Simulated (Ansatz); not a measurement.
Consider LiMgBN2 (I-4m2).

```cif
data_structure
_symmetry_space_group_name_H-M 'P 1'
_symmetry_Int_Tables_number 1
_cell_length_a 5.1999
_cell_length_b 5.1999
_cell_length_c 5.1999
_cell_angle_alpha 136.908
_cell_angle_beta 136.908
_cell_angle_gamma 62.580
_cell_volume 64.82
loop_
_atom_site_label
_atom_site_type_symbol
_atom_site_fract_x
_atom_site_fract_y
_atom_site_fract_z
_atom_site_occupancy
Li1 Li 0.25000 0.75000 0.50000 1
Mg2 Mg 0.75000 0.25000 0.50000 1
B3 B 0.50000 0.50000 0.00000 1
N4 N 0.65126 0.65126 0.00000 1
N5 N 0.34874 0.34874 0.00000 1
```

The cell and positions are those that the Materials Project relaxed with its own functionals (PBE, PBE+U or r2SCAN), kept fixed.

Gaps computed with Ansatz 0.2.0 without a self-energy: LDA 2.41 eV, PBEsol 2.47 eV, PBE 2.60 eV and r2SCAN 2.87 eV. The mean ε∞ by PBE perturbation theory is 3.13.

Estimate the G0W0@PBE gap with 6×6×6 mesh, 513 empty bands, screening to 230 eV, PAW set soft_1 files.

About 4.39 eV: on its mesh the run moves the gap from 2.60 eV by +1.79 eV. Among the scalar-relativistic levels given, r2SCAN is nearest (−1.52 eV). One-shot corrections scale roughly with one over ε∞, here 0.32. Bands and cutoff are finite, so the gap is not at the basis limit. The miss can reach some tenths of an eV and take either sign; the mesh is an error of its own.

[Paths, hosts, dates, memory and timing lines, banners, echoed tables and standing remarks are left out of the program output.]

[Logs are printed without paths, hosts, clocks, repeated set-up lines and the standing remarks that a program may print on its own settings, such as how far it seeks lower states.]

[Runs of the session that timed out or met a known fault of the program may be left out.]

[Cells called generated may have been cut or substituted from an entry of the Crystallography Open Database or the Materials Project.]

[Hosts, paths, dates, database ids (printed as entryN), source tags and the programs' standing remarks are cut or masked in the printed files.]
